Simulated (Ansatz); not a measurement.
**Equation of state of zinc blende GaSb**

How stiff is zinc blende GaSb under hydrostatic load? Each row scales the relaxed cell evenly and relaxes the atoms. The phase is followed to these pressures whether or not it stays the stable one.

Calculated with Ansatz 0.2.0, PBEsol, PAW files of the set soft_1, cutoff 600 eV, Fermi–Dirac smearing 0.02 eV, k-mesh 8×8×8, no spin polarisation, no spin-orbit coupling.

Reference cell, relaxed at zero pressure with PBEsol (F-43m): a = 4.3219 Å, b = 4.3219 Å, c = 4.3219 Å, α = 60.00°, β = 60.00°, γ = 60.00°.

```
atom       x       y       z
  Sb  0.7500  0.7500  0.7500
  Ga  0.0000  0.0000  0.0000
```

```csv
V (Å³/atom),V/V0,P (GPa),E − E0 (meV/atom)
26.8292,0.9400,3.658,18.2
27.4000,0.9600,2.275,7.7
29.1125,1.0200,−0.960,1.7
29.6834,1.0400,−1.834,6.7
30.2542,1.0600,−2.612,14.7
```

V0 = 28.5417 Å³ an atom, where the residual pressure P0 is 0.000 GPa. **Question.** Fit the Birch–Murnaghan law and give the pressure and the energy at V = 27.9709 Å³ an atom, a row left out above.

With the Eulerian strain f = ½[(V0/V)^(2/3) − 1] and F = (P − P0)/[3f(1 + 2f)^(5/2)], the third-order law is the line F = B0 + (3/2) B0 (B′ − 4) f.

```csv
f,F (GPa)
0.02106,52.23
0.01379,51.36
−0.00656,50.44
−0.01290,50.57
−0.01905,50.36
```

A straight line through the 5 rows: the means are −0.000732 for f and 50.992 for F, Σ(Δx)² = 0.001203 and ΣΔxΔy = 0.05225, so the slope is 0.05225/0.001203 = 43.422 and the intercept 50.992 − (43.422)(−0.000732) = 51.024.

Hence B0 = 51.0 GPa and B′ = 4 + (43.4)/(1.5 × 51.0) = 4.57. For the withheld volume f = 0.00678, F = 51.32 GPa and P = 1.08 GPa. The run itself gives 1.05 GPa, so the estimate misses by 0.03 GPa; the fitted rows themselves lie up to 0.02 GPa off the law.

Integrating the same law gives E − E0 = (9/2) B0 V0 f²[1 + (B′ − 4) f] + P0(V0 − V), with 1 GPa Å³ = 6.2415 meV: 1.9 meV an atom. The run itself gives 1.8 meV, so the estimate misses by 0.1 meV, a rounding's worth.

The same fit over all rows at other levels or in other programs gives B0 = 53 GPa with r2SCAN (Ansatz).

[Logs are printed without paths, hosts, clocks, repeated set-up lines and the standing remarks that a program may print on its own settings, such as how far it seeks lower states.]
